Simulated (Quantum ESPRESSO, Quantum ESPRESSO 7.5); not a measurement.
# 1T-PtSe2, 1 layer: a series in the share of short-range exact exchange

What law, if any, do the results for 1T-PtSe2, 1 layer follow against the share of short-range exact exchange?

Main program and level: Quantum ESPRESSO 7.5; plane-wave DFT, PBE, SG15 norm-conserving pseudopotentials (geometry by pw.x at PBE, GBRV ultrasoft).

## 1. The starting structure

The cell holds 3 atoms: 2 Se and 1 Pt. Its edges and angles: a = 3.750 Å, b = 3.750 Å, c = 17.268 Å, α = 90.0°, β = 90.0°, γ = 120.0°. It derives from PtSe2. Vacuum lies along c.

Set-up: Cell and atoms are relaxed under PBE (GBRV files) and held. Screened hybrids with norm-conserving files, screening 0.106 per bohr, fixed occupations, a 9×9×1 mesh with exchange on 3×3×1 q points. Levels count from the potential in the middle of the vacuum.

Members 0.15, 0.2 and 0.25 took the same steps and show in the table alone.

## 2. Relaxing cell and ions of the reference

What the set-up leaves free in this member is relaxed.

File ref.relax.in:

```
&control
  prefix = 'ref.relax'
  outdir = './out'
  pseudo_dir = './pseudo'
  nstep = 80
  forc_conv_thr = 0.0004
  calculation = 'vc-relax'
  etot_conv_thr = 1e-06
/
&system
  ibrav = 0
  nat = 3
  ntyp = 2
  ecutwfc = 50
  ecutrho = 250
  occupations = 'smearing'
  smearing = 'fd'
  degauss = 0.004
/
&electrons
  conv_thr = 1e-09
  mixing_beta = 0.4
  electron_maxstep = 120
  mixing_mode = 'plain'
/
&ions
/
&cell
  cell_dofree = '2Dxy'
  press_conv_thr = 0.3
/
ATOMIC_SPECIES
  Se  78.9710  se_pbe_v1.uspp.F.UPF
  Pt  195.0840  pt_pbe_v1.4.uspp.F.UPF
CELL_PARAMETERS angstrom
  3.75000000000000 0.00000000000000 0.00000000000000
  -1.87500000000000 3.24759526419164 0.00000000000000
  0.00000000000000 0.00000000000000 17.26771779549397
ATOMIC_POSITIONS crystal
  Se  0.666666666700 0.333333333300 0.434336493613
  Pt  0.000000000000 0.000000000000 0.500000000000
  Se  0.333333333300 0.666666666700 0.565663506387
K_POINTS automatic
  12 12 1 0 0 0
```

Command:

```console
> OMP_NUM_THREADS=1 mpirun -n 4 pw.x -nk 4 -in ref.relax.in > ref.relax.out
```

The log of the run:

```text
Program PWSCF v.7.5 starts
[citation notice left out]

     Parallel version (MPI & OpenMP), running on       4 processor cores
     Number of MPI processes:                 4
     Threads/MPI process:                     1

     MPI processes distributed on     1 nodes
[...]
Current dimensions of program PWSCF are:
     Max number of different atomic species (ntypx) = 10
     Max number of k-points (npk) =  40000
     Max angular momentum in pseudopotentials (lmaxx) =  4
     Message from routine setup:
     using ibrav=0 with symmetry is DISCOURAGED, use correct ibrav instead

     K-points division:     npool     =       4
     Subspace diagonalization in iterative solution of the eigenvalue problem:
     a serial algorithm will be used

     G-vector sticks info
     --------------------
     sticks:   dense  smooth     PW     G-vecs:    dense   smooth      PW
     Sum         859     685    199                94659    67707   10813

     Using Slab Decomposition

     bravais-lattice index     =            0
     lattice parameter (alat)  =       7.0865  a.u.
     unit-cell volume          =    1419.1383 (a.u.)^3
     number of atoms/cell      =            3
     number of atomic types    =            2
     number of electrons       =        28.00
     number of Kohn-Sham states=           18
     kinetic-energy cutoff     =      50.0000  Ry
     charge density cutoff     =     250.0000  Ry
     scf convergence threshold =      1.0E-09
     mixing beta               =       0.4000
     number of iterations used =            8  plain     mixing
     energy convergence thresh.=      1.0E-06
     force convergence thresh. =      4.0E-04
     press convergence thresh. =      3.0E-01
     Exchange-correlation=  SLA  PW   PBX  PBC
                           (   1   4   3   4   0   0   0)
     nstep                     =           80

     celldm(1)=   7.086473  celldm(2)=   0.000000  celldm(3)=   0.000000
     celldm(4)=   0.000000  celldm(5)=   0.000000  celldm(6)=   0.000000

     crystal axes: (cart. coord. in units of alat)
               a(1) = (   1.000000   0.000000   0.000000 )
               a(2) = (  -0.500000   0.866025   0.000000 )
               a(3) = (   0.000000   0.000000   4.604725 )

     reciprocal axes: (cart. coord. in units 2 pi/alat)
               b(1) = (  1.000000  0.577350 -0.000000 )
               b(2) = (  0.000000  1.154701  0.000000 )
               b(3) = (  0.000000 -0.000000  0.217168 )

     PseudoPot. # 1 for Se read from file:
     ./pseudo/se_pbe_v1.uspp.F.UPF
     Pseudo is Ultrasoft + core correction, Zval =  6.0
     Generated by new atomic code, or converted to UPF format
     Using radial grid of  877 points,  6 beta functions with:
                l(1) =   0
                l(2) =   0
                l(3) =   1
                l(4) =   1
                l(5) =   2
                l(6) =   2
     Q(r) pseudized with  8 coefficients,  rinner =    1.300   1.300   1.300
                                                       1.300   1.300

     PseudoPot. # 2 for Pt read from file:
     ./pseudo/pt_pbe_v1.4.uspp.F.UPF
     Pseudo is Ultrasoft + core correction, Zval = 16.0
     Generated by new atomic code, or converted to UPF format
     Using radial grid of  985 points,  6 beta functions with:
                l(1) =   0
                l(2) =   0
                l(3) =   1
                l(4) =   1
                l(5) =   2
                l(6) =   2
     Q(r) pseudized with  8 coefficients,  rinner =    1.300   1.300   1.300
                                                       1.300   1.300

     atomic species   valence    mass     pseudopotential
     Se                6.00    78.97100     Se( 1.00)
     Pt               16.00   195.08400     Pt( 1.00)

     12 Sym. Ops., with inversion, found

   Cartesian axes

     site n.     atom                  positions (alat units)
         1        Se     tau(   1) = (   0.5000000   0.2886751   2.0000000  )
         2        Pt     tau(   2) = (   0.0000000   0.0000000   2.3023624  )
         3        Se     tau(   3) = (  -0.0000000   0.5773503   2.6047247  )

     number of k points=    19  Fermi-Dirac smearing, width (Ry)=  0.0040
                       cart. coord. in units 2pi/alat
        k(    1) = (   0.0000000   0.0000000   0.0000000), wk =   0.0138889
        k(    2) = (   0.0000000   0.0962250   0.0000000), wk =   0.0833333
        k(    3) = (   0.0000000   0.1924501   0.0000000), wk =   0.0833333
        k(    4) = (   0.0000000   0.2886751   0.0000000), wk =   0.0833333
        k(    5) = (   0.0000000   0.3849002   0.0000000), wk =   0.0833333
        k(    6) = (   0.0000000   0.4811252   0.0000000), wk =   0.0833333
        k(    7) = (   0.0000000  -0.5773503   0.0000000), wk =   0.0416667
        k(    8) = (   0.0833333   0.1443376   0.0000000), wk =   0.0833333
        k(    9) = (   0.0833333   0.2405626   0.0000000), wk =   0.1666667
        k(   10) = (   0.0833333   0.3367877   0.0000000), wk =   0.1666667
[...]
k(   19) = (   0.3333333   0.5773503   0.0000000), wk =   0.0277778

     Dense  grid:    94659 G-vectors     FFT dimensions: (  36,  36, 180)

     Smooth grid:    67707 G-vectors     FFT dimensions: (  32,  32, 150)

     Estimated max dynamical RAM per process >     157.20 MB

     Estimated total dynamical RAM >     559.48 MB

     Initial potential from superposition of free atoms

     starting charge      27.4998, renormalised to      28.0000

     negative rho (up, down):  1.842E-01 0.000E+00
     Starting wfcs are   20 randomized atomic wfcs

     total cpu time spent up to now is        1.5 secs

     per-process dynamical memory:    75.8 Mb

     Self-consistent Calculation

     iteration #  1     ecut=    50.00 Ry     beta= 0.40
     Davidson diagonalization with overlap
     ethr =  1.00E-02,  avg # of iterations =  5.5

     negative rho (up, down):  1.727E-01 0.000E+00

     total cpu time spent up to now is        3.2 secs

     total energy              =    -297.24452098 Ry
     estimated scf accuracy    <       1.94919529 Ry

     iteration #  2     ecut=    50.00 Ry     beta= 0.40
[...]
negative rho (up, down):  1.745E-01 0.000E+00

[...]
total energy              =    -297.80849415 Ry
     estimated scf accuracy    <       1.07511458 Ry

     iteration #  3     ecut=    50.00 Ry     beta= 0.40
[...]
negative rho (up, down):  1.722E-01 0.000E+00

[...]
NEW-OLD atomic charge density approx. for the potential
     New effective cutoffs (rho, wfc):  249.56   49.89

     negative rho (up, down):  1.710E-01 0.000E+00

     total cpu time spent up to now is       35.5 secs

     per-process dynamical memory:    81.6 Mb

     Self-consistent Calculation

     iteration #  1     ecut=    50.00 Ry     beta= 0.40
     Davidson diagonalization with overlap
     ethr =  1.00E-06,  avg # of iterations = 10.5

     negative rho (up, down):  1.709E-01 0.000E+00

     total cpu time spent up to now is       38.7 secs

     total energy              =    -297.98439879 Ry
     estimated scf accuracy    <       0.00040698 Ry

[...]
iteration #  8     ecut=    50.00 Ry     beta= 0.40
[...]
negative rho (up, down):  1.709E-01 0.000E+00

[...]
End of self-consistent calculation

[...]
the Fermi energy is    -0.5083 ev

!    total energy              =    -297.98446537 Ry
     estimated scf accuracy    <          8.2E-11 Ry
     smearing contrib. (-TS)   =      -0.00000017 Ry
     internal energy E=F+TS    =    -297.98446521 Ry

     The total energy is F=E-TS. E is the sum of the following terms:
     one-electron contribution =    -847.11170306 Ry
     hartree contribution      =     427.28093442 Ry
     xc contribution           =    -116.25362694 Ry
     ewald contribution        =     238.09993037 Ry

     convergence has been achieved in   8 iterations

     negative rho (up, down):  1.709E-01 0.000E+00

     Forces acting on atoms (cartesian axes, Ry/au):

     atom    1 type  1   force =     0.00000000    0.00000000   -0.02316968
     atom    2 type  2   force =     0.00000000    0.00000000    0.00000000
     atom    3 type  1   force =     0.00000000    0.00000000    0.02316968

     Total force =     0.032767     Total SCF correction =     0.000013

     Computing stress (Cartesian axis) and pressure

     negative rho (up, down):  1.709E-01 0.000E+00
          total   stress  (Ry/bohr**3)                   (kbar)     P=        5.30
   0.00001751  -0.00000000   0.00000000            2.58       -0.00        0.00
  -0.00000000   0.00001751   0.00000000           -0.00        2.58        0.00
   0.00000000   0.00000000   0.00007299            0.00        0.00       10.74

     Energy error            =      8.2E-03 Ry
     Gradient error          =      2.3E-02 Ry/Bohr
     Cell gradient error     =      2.6E+00 kbar

     number of scf cycles    =   3
     number of bfgs steps    =   2

     enthalpy           old  =    -297.9762324379 Ry
     enthalpy           new  =    -297.9844653742 Ry

     CASE: enthalpy          _new < enthalpy          _old

     new trust radius        =       0.0645165679 bohr
     new conv_thr            =       0.0000000006 Ry

     new unit-cell volume =   1460.85242 a.u.^3 (   216.47599 Ang^3 )
     density =      2.70798 g/cm^3

CELL_PARAMETERS (angstrom)
   3.804714591   0.000000000   0.000000000
  -1.902357295   3.294979490   0.000000000
   0.000000000   0.000000000  17.267717795

ATOMIC_POSITIONS (crystal)
Se               0.6666666667        0.3333333333        0.4268973949
Pt              -0.0000000000        0.0000000000        0.5000000000
Se               0.3333333333        0.6666666667        0.5731026051

[...]
NEW-OLD atomic charge density approx. for the potential
     New effective cutoffs (rho, wfc):  249.51   49.88

     negative rho (up, down):  1.708E-01 0.000E+00

     total cpu time spent up to now is       52.2 secs

     per-process dynamical memory:    81.6 Mb

[...]
!    total energy              =    -297.98624253 Ry
[...]
Total force =     0.008182     Total SCF correction =     0.000016
[...]
number of bfgs steps    =   3
[...]
new trust radius        =       0.0169768196 bohr
[...]
!    total energy              =    -297.98646928 Ry
[...]
Total force =     0.003611     Total SCF correction =     0.000017
[...]
number of bfgs steps    =   4
[...]
new trust radius        =       0.0186745016 bohr
[...]
!    total energy              =    -297.98676581 Ry
[...]
Total force =     0.000018     Total SCF correction =     0.000011
[...]
number of bfgs steps    =   5
[...]
new trust radius        =       0.0280117524 bohr
[...]
!    total energy              =    -297.98716886 Ry
[...]
Total force =     0.003139     Total SCF correction =     0.000004
[...]
number of bfgs steps    =   6
[...]
new trust radius        =       0.0420176286 bohr
[...]
!    total energy              =    -297.98752780 Ry
[...]
Total force =     0.004371     Total SCF correction =     0.000009
[...]
number of bfgs steps    =   7
[...]
new trust radius        =       0.0283299362 bohr
[...]
!    total energy              =    -297.98763399 Ry
[...]
Total force =     0.002484     Total SCF correction =     0.000006
[...]
number of bfgs steps    =   8
[...]
new trust radius        =       0.0037547362 bohr
[...]
!    total energy              =    -297.98764572 Ry
[...]
Total force =     0.000836     Total SCF correction =     0.000005
[...]
number of bfgs steps    =   9
[...]
new trust radius        =       0.0030426995 bohr
[...]
!    total energy              =    -297.98764739 Ry
[...]
Total force =     0.000022     Total SCF correction =     0.000003
[...]
number of bfgs steps    =  10
[...]
new trust radius        =       0.0003284892 bohr
[...]
Self-consistent Calculation

     iteration #  1     ecut=    50.00 Ry     beta= 0.40
     Davidson diagonalization with overlap
     ethr =  1.00E-06,  avg # of iterations =  2.0

     Threshold (ethr) on eigenvalues was too large:
     Diagonalizing with lowered threshold

     Davidson diagonalization with overlap
     ethr =  3.80E-11,  avg # of iterations =  5.4

     negative rho (up, down):  1.719E-01 0.000E+00

     total cpu time spent up to now is      180.5 secs

     total energy              =    -297.98764741 Ry
     estimated scf accuracy    <          2.4E-09 Ry

[...]
iteration #  5     ecut=    50.00 Ry     beta= 0.40
[...]
negative rho (up, down):  1.719E-01 0.000E+00

[...]
End of self-consistent calculation

          k = 0.0000 0.0000 0.0000 (  8371 PWs)   bands (ev):

   -53.8359 -53.8359 -53.7658 -15.0691 -13.2922  -6.1608  -6.1608  -6.1220
    -3.9237  -3.9237  -2.3360  -1.7043  -1.1511  -1.1511   1.8070   1.8070
     3.3257   4.1167

          k =-0.0000 0.0963 0.0000 (  8397 PWs)   bands (ev):

   -53.8366 -53.8361 -53.7657 -14.9962 -13.2982  -6.1710  -6.1160  -6.0500
    -4.0266  -3.9784  -2.5905  -1.5755  -1.1888  -1.1490   1.3243   1.6969
     3.5672   4.2479

          k =-0.0000 0.1927 0.0000 (  8424 PWs)   bands (ev):

   -53.8386 -53.8366 -53.7654 -14.7869 -13.3161  -6.1779  -5.9964  -5.8495
    -4.4023  -4.0914  -3.0478  -1.3434  -1.2885  -1.2232   0.5109   1.4985
     4.0658   4.5247

          k =-0.0000 0.2890 0.0000 (  8462 PWs)   bands (ev):

   -53.8412 -53.8372 -53.7650 -14.4717 -13.3445  -6.1679  -5.8499  -5.6383
    -4.9401  -4.1476  -3.3062  -1.7148  -1.5036  -1.3362   0.2496   1.
[key lines of the parts left out:]
the Fermi energy is    -0.4144 ev
convergence has been achieved in   7 iterations
```

Elapsed: 3.6 min, on 4 MPI ranks of Arm Neoverse V1, shared host; peak memory 0.7 GiB; 15 min of CPU time.

Step by step:

```tsv
step	energy less that of the first step (eV)	largest force (eV/Å)	volume (Å³)
1	0.0000	2.1821	210.29
2	-0.2070	1.3640	213.03
3	-0.3190	0.5957	215.46
4	-0.3432	0.1488	216.48
5	-0.3462	0.0656	216.18
6	-0.3503	0.0003	215.37
7	-0.3558	0.0571	213.80
8	-0.3606	0.0795	211.44
9	-0.3621	0.0452	209.85
10	-0.3623	0.0152	209.72
11	-0.3623	0.0004	209.78
12	-0.3623	0.0000	209.80
13	-0.3622	0.0000	209.80
```

```tsv
cell as run	before	after	change
a (Å)	3.750	3.746	-0.1 %
b (Å)	3.750	3.746	-0.1 %
```

The atoms that moved most (Å, along periodic axes as changes of fractional coordinates times the final cell, across vacuum about the mean position):

```tsv
atom	dx	dy	dz	length
Se1	0.000	0.000	-0.174	0.174
Se3	0.000	0.000	0.174	0.174
```

The relaxed structure:

```cif
data_structure
_symmetry_space_group_name_H-M 'P 1'
_symmetry_Int_Tables_number 1
_cell_length_a 3.7455
_cell_length_b 3.7455
_cell_length_c 17.2677
_cell_angle_alpha 90.000
_cell_angle_beta 90.000
_cell_angle_gamma 120.000
_cell_volume 209.80
loop_
_atom_site_label
_atom_site_type_symbol
_atom_site_fract_x
_atom_site_fract_y
_atom_site_fract_z
_atom_site_occupancy
Se1 Se 0.66667 0.33333 0.42424 1
Pt2 Pt 0.00000 0.00000 0.50000 1
Se3 Se 0.33333 0.66667 0.57576 1
```

 The last row is no step: it is a fresh SCF in the final cell with a new plane-wave basis, +0 meV from the row before.

This step gave:

| Quantity | Value |
| --- | --- |
| free energy | -4054.3285 eV |
| Fermi energy | -0.4149 eV |

[end of part 1 of 2]

[Logs are printed without paths, hosts, clocks, repeated set-up lines and the standing remarks that a program may print on its own settings, such as how far it seeks lower states.]

[Hosts, paths, dates, database ids (printed as entryN), source tags and the programs' standing remarks are cut or masked in the printed files.]

[Maps of the electrostatic potential energy from Ansatz leave out the sawtooth potential of an applied field or a dipole correction, so their vacuum need not be flat; planar profiles and work functions include it.]
